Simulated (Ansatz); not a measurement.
## Au(111) with 4 thermally displaced layers, 2x2: scattering by thermal displacements

Wanted: the phonon-limited resistivity of Au at 500 K by the Landauer route.

Calculated with Ansatz 0.2.0; Ansatz plane-wave DFT, PBE, PAW files; ballistic transport by layer matching (Landauer), zero bias; PAW set soft_1.

### 1. Starting point

The cell holds 40 atoms: 40 Au. Its edges and angles: a = 5.768 Å, b = 5.768 Å, c = 23.605 Å, α = 93.5°, β = 86.5°, γ = 120.0°. It derives from Au. Regions: lead, 24 atoms (24 Au); scattering region, 16 atoms (16 Au). The structure is stacked along c, and the current runs across the ab planes.

### 2. With 4 displaced layers

Each atom of 4 layers is moved at random, by amounts drawn from a normal law 0.1167 Å wide in each direction from the Debye model (165 K) at 500 K. The layers about the cell's end stay perfect and serve as the lead. Disorder leaves little or no symmetry, which makes such runs dear. Energies from -0.05 to 0.05 eV in steps of 0.05 eV are too few for the program's thermal sum, so it prints no conductance; for a metal the transmission near the Fermi level serves, at a fraction of the cost.

input.yaml

```yaml
crystal:
  lattice:
    - [5.7675164607, 0.0, 0.0]
    - [-2.8837582304, 4.9948157718, 0.0]
    - [1.4418791152, -0.8324692953, 23.5457873532]
  atoms:
    - { symbol: Au, position: [0.9916666667, 0.0083333333, 0.05] }
    - { symbol: Au, position: [0.9916666667, 0.5083333333, 0.05] }
    - { symbol: Au, position: [0.4916666667, 0.0083333333, 0.05] }
    - { symbol: Au, position: [0.4916666667, 0.5083333333, 0.05] }
    - { symbol: Au, position: [0.1416666667, 0.3583333333, 0.15] }
    - { symbol: Au, position: [0.1416666667, 0.8583333333, 0.15] }
    - { symbol: Au, position: [0.6416666667, 0.3583333333, 0.15] }
    - { symbol: Au, position: [0.6416666667, 0.8583333333, 0.15] }
    - { symbol: Au, position: [0.2916666667, 0.2083333333, 0.25] }
    - { symbol: Au, position: [0.2916666667, 0.7083333333, 0.25] }
    - { symbol: Au, position: [0.7916666667, 0.2083333333, 0.25] }
    - { symbol: Au, position: [0.7916666667, 0.7083333333, 0.25] }
    - { symbol: Au, position: [0.9421382552, 0.0557766575, 0.3531730961] }
    - { symbol: Au, position: [0.9372342117, 0.5461204977, 0.3517915916] }
    - { symbol: Au, position: [0.479684693, 0.0798728264, 0.3465132096] }
    - { symbol: Au, position: [0.4087575068, 0.5438098652, 0.3502047574] }
    - { symbol: Au, position: [0.043110979, 0.4021942457, 0.4438268968] }
    - { symbol: Au, position: [0.0707599385, 0.8953600798, 0.4484328306] }
    - { symbol: Au, position: [0.6122738424, 0.4325767965, 0.4493631505] }
    - { symbol: Au, position: [0.6112480987, 0.8930868945, 0.4517416236] }
    - { symbol: Au, position: [0.2616534288, 0.2599151762, 0.5463161913] }
    - { symbol: Au, position: [0.2174952215, 0.7478242312, 0.5510909987] }
    - { symbol: Au, position: [0.7189333421, 0.2533162106, 0.5492110893] }
    - { symbol: Au, position: [0.7548199852, 0.7636405085, 0.5517607618] }
    - { symbol: Au, position: [0.8762803261, 0.1059533876, 0.6538843559] }
    - { symbol: Au, position: [0.905921017, 0.5801759694, 0.6575010239] }
    - { symbol: Au, position: [0.4277963007, 0.1268005215, 0.6513102958] }
    - { symbol: Au, position: [0.4007252951, 0.6440065365, 0.6597124734] }
    - { symbol: Au, position: [0.0416666667, 0.4583333333, 0.75] }
    - { symbol: Au, position: [0.0416666667, 0.9583333333, 0.75] }
    - { symbol: Au, position: [0.5416666667, 0.4583333333, 0.75] }
    - { symbol: Au, position: [0.5416666667, 0.9583333333, 0.75] }
    - { symbol: Au, position: [0.1916666667, 0.3083333333, 0.85] }
    - { symbol: Au, position: [0.1916666667, 0.8083333333, 0.85] }
    - { symbol: Au, position: [0.6916666667, 0.3083333333, 0.85] }
    - { symbol: Au, position: [0.6916666667, 0.8083333333, 0.85] }
    - { symbol: Au, position: [0.8416666667, 0.1583333333, 0.95] }
    - { symbol: Au, position: [0.8416666667, 0.6583333333, 0.95] }
    - { symbol: Au, position: [0.3416666667, 0.1583333333, 0.95] }
    - { symbol: Au, position: [0.3416666667, 0.6583333333, 0.95] }
kpoints:
  mp_grid: { grid: [5, 5, 1] }
hamiltonian:
  xc: pbe
  pseudopotentials: { kind: paw, azcp: { folder: soft_1 } }
scf:
  occupations: { method: fermi_dirac, width: 0.1 }
output:
  transmission:
    leads: [[0, 4]]
    kmesh: [10, 10]
    e_range: [-0.05, 0.05]
    de: 0.05
  write_potential: true
  write_density: true
  volumetric_format: npy
  elf: true
```

On the command line:

```bash
ansatz run input.yaml --threads 4 --pin off --max-ram 15360MiB --backend cpu --events-out ev --progress --plain --runs-dir out
```

Numbers of over 12 decimals in the logs are rounded to 6 here.

The log of the run:

```text
Engine: ansatz 0.2.0, aarch64-unknown-linux-gnu
Pseudopotentials: kind: paw
Pseudopotential: Au, paw, valence charge 19, recommended cutoff 420 eV (normal), soft_1/Au.paw.azcp
Functional definition: PBE
  parameter kappa = 0.804
  parameter beta = 0.066725
  exchange = pbe_x(kappa = kappa, mu = beta*pi^2/3)
  correlation = pbe_c(beta = beta)
Crystal: 40 atoms, lattice volume = 678.300 Å³
Basis set: ecut = 420 eV, 13321 PW (Γ)
Bands: 456, of which v1, the nominal top of the filled ones, is band 380 counted from 1 (379 counted from 0)
Symmetry: 1 space group operations
Space group: P1 (ITA 1), of the structure as read, at distance tolerance 8.8e-5 Å
k-points: 13 of 25 (time reversal used)
Non-local potential: Au, projectors of the file, l = 0: 3, l = 1: 2, l = 2: 2, l = 3: 1
PAW form: soft (Blöchl's): semilocal exchange-correlation on the pseudo side does not see the compensation charge
PAW one-centre angular grid: Au, 590 points (default); XC on 64 Gauss nodes
Initial density: superposition of atomic densities (chi_scale 0.1, normalization cell)
Initial wavefunctions: pseudopotential atomic-orbital guess
Functional: x = pbe(κ = 0.804, μ = 0.219515), c = pbe(β = 0.066725)
SCF iter   1: F=—  HF=-526054.314086 eV  |F-HF|=—  |Δ(HF+E_count)|=         —  Δρ=6.74e-2  dr2=3.37e1  ethr=3.10e-3  ⟨swp⟩=4.0  Hψ=17617  notcnv=0  defer=132
preconditioner: auto → Kerker (q_TF=auto, 2.781 Å⁻¹)  [metal: Δε(μ)=0.005 eV  Ē_g=10.202 eV  σ=0.100 eV  W_gap=0.01  n_scr=260 (ndim 8)  ℏωp=29.9 eV  f_vac=0.000  D(μ)=18.07/eV (n_scr^D=110)]
SCF iter   2: F=—  HF=-526046.285717 eV  |F-HF|=—  |Δ(HF+E_count)|=    8.03e0  Δρ=3.10e-2  dr2=6.91e0  ethr=3.10e-3  ⟨swp⟩=3.0  Hψ=9876  notcnv=0  defer=714
SCF iter   3: F=—  HF=-526044.343751 eV  |F-HF|=—  |Δ(HF+E_count)|=    1.94e0  Δρ=7.40e-3  dr2=2.25e-1  ethr=9.09e-4  ⟨swp⟩=2.0  Hψ=8244  notcnv=0  defer=714
SCF iter   4: F=—  HF=-526044.404352 eV  |F-HF|=—  |Δ(HF+E_count)|=   6.06e-2  Δρ=1.31e-3  dr2=8.30e-3  ethr=2.96e-5  ⟨swp⟩=2.5  Hψ=11789  notcnv=0  defer=714
SCF iter   5: F=—  HF=-526044.407936 eV  |F-HF|=—  |Δ(HF+E_count)|=   3.58e-3  Δρ=3.23e-4  dr2=1.10e-3  ethr=1.09e-6  ⟨swp⟩=2.0  Hψ=8073  notcnv=0  defer=714
SCF iter   6: F=—  HF=-526044.407988 eV  |F-HF|=—  |Δ(HF+E_count)|=   5.20e-5  Δρ=1.17e-4  dr2=1.83e-4  ethr=1.44e-7  ⟨swp⟩=3.0  Hψ=9974  notcnv=0  defer=714
SCF iter   7: F=—  HF=-526044.407985 eV  |F-HF|=—  |Δ(HF+E_count)|=   2.97e-6  Δρ=4.20e-5  dr2=2.20e-5  ethr=2.41e-8  ⟨swp⟩=2.0  Hψ=8099  notcnv=0  defer=714
SCF iter   8: F=—  HF=-526044.408347 eV  |F-HF|=—  |Δ(HF+E_count)|=   3.61e-4  Δρ=6.98e-6  dr2=1.63e-6  ethr=2.89e-9  ⟨swp⟩=2.5  Hψ=7934  notcnv=0  defer=714
SCF iter   9: F=—  HF=-526044.408347 eV  |F-HF|=—  |Δ(HF+E_count)|=   4.71e-8  Δρ=2.88e-6  dr2=3.38e-7  ethr=2.14e-10  ⟨swp⟩=2.7  Hψ=8177  notcnv=0  defer=714
SCF iter  10: F=-526044.408347 eV  HF=-526044.408347 eV  |F-HF|=4.03e-8  |Δ(HF+E_count)|=   1.86e-8  Δρ=1.30e-6  dr2=4.61e-8  ethr=1.32e-11  ⟨swp⟩=8.3  Hψ=22146  notcnv=0
SCF 1 converged in 10 iterations: F = -526044.408347 eV  dr2 = 4.61e-8
  greatest PAW one-centre occupation: 1.000 electrons in one spin orbital (limit 2), on the Au atom at site 21 (counted from 0), in its partial waves of l = 0
transmission: 162 of 1560 steps passed
transmission: 315 of 1560 steps passed
[...]
transmission: 1560 of 1560 steps passed
SCF converged after 10 iterations
Free energy (F): -526044.408347 eV
Harris-Foulkes:  -526044.408347 eV  (|F-HF|=4.03e-8)
Internal energy: -526043.934780 eV  (E = F + TS)
E sigma→0 (E₀):  -526044.171563 eV
Entropy (-TS):   -0.473566 eV (-11.839 meV/atom)
Fermi energy:    20.736287 eV
--- Per-component energies (eV) ---
  E_band       = -8250.617856
  E_kinetic    = 23152.831285
  E_local      = -68615.094062  (includes V_loc(G=0)·N_el)
  E_nonlocal   = 3922.238995
  E_hartree    = 29808.416709
  E_xc         = -8627.644602
  E_vxc        = -10480.668472  (∫ρ·V_xc dr)
  E_paw        = -389266.123508  (= ΣΔE_a)
  E_vpaw       = -15846.816012  (= ΣTr[D̂ρ^β])
  E_aug_tail   = 0.066841  (compensation charges beyond the density's cutoff)
  E_ewald      = -116418.626438
  E_smearing   = -0.473566  (= −TS)
  E_closure    = -0.000000  (closes the sum)
  Σ components = -526044.408347   (vs F -526044.408347, Δ=0.00e0)
--- Band table (eV; the first three rows and the last of 13) ---
  k-point 0: bands = [... 376 lower, 20.8110, 21.1938, 21.2424, 21.2601, 21.2936, 21.5222, 21.5798, 21.6473, ... 72 higher]
  k-point 1: bands = [... 376 lower, 20.3498, 20.4503, 20.5045, 20.6713, 20.7576, 20.8771, 20.9655, 21.0853, ... 72 higher]
  k-point 2: bands = [... 376 lower, 20.4955, 20.5191, 20.5615, 20.6421, 20.6767, 20.8101, 20.8856, 21.0866, ... 72 higher]
  k-point 12: bands = [... 376 lower, 19.5367, 20.2205, 20.3752, 20.6996, 20.7757, 20.8384, 21.2603, 22.2632, ... 72 higher]
--- Transmission ---
  basis      : 253 plane waves across, 30 finite elements along
  points     : 52, standing for a mesh of 10 x 10
  energies   : 3 from -0.050000 to 0.050000 eV about the Fermi level, 0.050000 eV apart; the leads are filled to 0.000000 eV, and channels, transmission and decay are at 0.000000 eV
  crystal 0  : Au4, at the sites [0, 4], period 2.3546 Å, over 14.13 Å; its Hamiltonian steps by up to 8.6 meV
    offset         : up to 0.0000 Å between an atom of the period and one for which it stands
    channels       : 3.210000e0 a spin
    conductance    : none, the energies end too early or step too widely for 300 K: set another output.transmission.e_range or a lower de, or, where they end at an eighth of basis.ecutwfc, a higher one
  junction   : crystal 0 to crystal 0, 0.70 to 21.89 Å
    transmission   : 3.038638e0 a spin
    conductance    : none, the energies end too early or step too widely for 300 K: set another output.transmission.e_range or a lower de, or, where they end at an eighth of basis.ecutwfc, a higher one
```

Wall time 10 min (4 threads of Arm Neoverse V2, shared host); peak memory 6.5 GiB; 35 min of CPU time.

Numbers from this step:

```
free energy                                    : -526044.4083 eV
energy at zero smearing                        : -526044.1716 eV
Fermi energy                                   : 20.74 eV
cell area                                      : 28.81 Å²
transmission per spin nearest the Fermi level  : 3.039
open channels per spin nearest the Fermi level : 3.21
step of the lead's potential                   : 8.6 meV
```

Per spin. The transmission, zone mean by energy, zero at the Fermi level:

```tsv
energy (eV)	transmission, zone mean
-0.0500	3.03
0.0000	3.04
0.0500	3.05
```

Per spin. The open channels, zone mean, lead stays at 3.21 for energy from -0.05 to 0.05 eV.

Transmission over k1 and k2. At 0.0000 eV from the Fermi level.

Ten even steps from '0' (2.58) to '9' (3.58):
```
3833373333
3373373333
3338373333
3333213333
9999020999
3333312333
3333373833
3333373373
3333373338
8333373333
```
Columns: k1 (b1) from -0.5 to 0.4; rows upwards: k2 (b2) from -0.5 to 0.4.

Open channels over k1 and k2. At 0.0000 eV from the Fermi level.

Ten even steps from '_' (3.00) to '@' (4.00):
```
__@@______@@________
____@@____@@________
______@@__@@________
____________________
@@@@@@@@______@@@@@@
____________________
__________@@__@@____
__________@@____@@__
__________@@______@@
@@________@@________
```
Columns: k1 (b1) from -0.5 to 0.4; rows upwards: k2 (b2) from -0.5 to 0.4.

Valence density in the ca plane at fractional y = 0.544, with atoms of Au within 0.2 Å of it. It is the smooth field of the valence electrons, not physical close to the nuclei.

Values in e/Å³, 8 rows by 16 columns, each cell a mean:
```
 0  0  0  1 10  3  0  0  0  0  0  7  5  1  1  0
 0  0  1  0  2  1  1  1  0  0  0  3  3  0  0  0
 0  1  1  0  0  0  3  3  0  0  0  0  0  2  3  0
 0  0  0  0  3  1  1  1  0  0  0  0  0  3  5  0
 0  0  0  1 10  3  0  0  0  0  0  3  2  1  1  0
 0  0  1  0  4  1  0  0  0  0  0  3  3  0  0  0
 0  1  1  0  0  0  2  1  0  1  0  0  0  2  3  0
 0  0  0  0  4  1  1  1  0  0  0  1  1  3  5  0
```
Columns run along c (16.0 Å, from fractional 0.16 to 0.84 of the cell), rows up along a (5.8 Å). Atoms in or near the plane, at fractional coordinates: Au at (0.35, 0.94), Au at (0.35, 0.41), Au at (0.66, 0.91).

Electrostatic potential energy in the ca plane at fractional y = 0.544, with atoms of Au within 0.2 Å of it. With pseudopotentials it is smooth inside the atoms' cores, unlike the true potential.

Ten even steps from '0' (-26 eV) to '9' (23 eV), each cell a mean:
```
99999999984000169988999999999951002787557999
99999999995000169999999999999840001699989999
89998778998422589877899999999962002799999999
68997446899877898632489999999986446898778999
78997446899999998410269988899999889984225899
89998768999988998521269988899999999962002799
99999999998534799855689999999999999972002799
99999999985100379988999999999997557885225899
99999999983000169999999999999973114898778999
89999889985000279999999999999972002799999999
78997657998423589989999999999984114799889999
68987446899878899756899998899997657886457999
78997557899988998523589987799999889973013799
99999888998645788522589987789998889861002699
99999999996100378755799998899985336873003799
```
Columns run along c (16.0 Å, from fractional 0.16 to 0.84 of the cell; values clipped at the 3rd and 97th percentile), rows up along a (5.8 Å). Atoms in or near the plane, at fractional coordinates: Au at (0.35, 0.94), Au at (0.35, 0.41), Au at (0.66, 0.91).

ELF in the ca plane at fractional y = 0.544, with atoms of Au within 0.2 Å of it. It is the smooth field of the valence electrons, not physical close to the nuclei.

Values, 8 rows by 16 columns, each cell a mean:
```
0.17 0.16 0.20 0.28 0.65 0.40 0.23 0.20 0.15 0.20 0.22 0.55 0.49 0.26 0.30 0.18
0.25 0.26 0.32 0.22 0.40 0.29 0.31 0.30 0.17 0.21 0.19 0.45 0.42 0.23 0.22 0.17
0.26 0.28 0.37 0.19 0.20 0.20 0.43 0.44 0.21 0.26 0.16 0.21 0.22 0.37 0.44 0.21
0.17 0.18 0.23 0.23 0.42 0.27 0.31 0.33 0.19 0.23 0.16 0.22 0.23 0.40 0.50 0.23
0.17 0.16 0.20 0.30 0.65 0.39 0.20 0.17 0.15 0.20 0.18 0.42 0.40 0.25 0.30 0.18
0.26 0.26 0.32 0.25 0.46 0.32 0.23 0.18 0.16 0.20 0.18 0.43 0.42 0.23 0.22 0.17
0.26 0.28 0.37 0.20 0.25 0.22 0.39 0.33 0.21 0.29 0.18 0.24 0.25 0.36 0.44 0.21
0.17 0.18 0.23 0.25 0.48 0.32 0.36 0.32 0.20 0.27 0.20 0.33 0.30 0.40 0.50 0.23
```
Columns run along c (16.0 Å, from fractional 0.16 to 0.84 of the cell), rows up along a (5.8 Å). Atoms in or near the plane, at fractional coordinates: Au at (0.35, 0.94), Au at (0.35, 0.41), Au at (0.66, 0.91).

Over the solved energies the transmission per spin lies between 3.03 and 3.05, out of 3.21 channels of the lead on average (up to 3.21).

[end of part 1 of 2]

[Logs are printed without paths, hosts, clocks, repeated set-up lines and the standing remarks that a program may print on its own settings, such as how far it seeks lower states.]

[Hosts, paths, dates, database ids (printed as entryN), source tags and the programs' standing remarks are cut or masked in the printed files.]
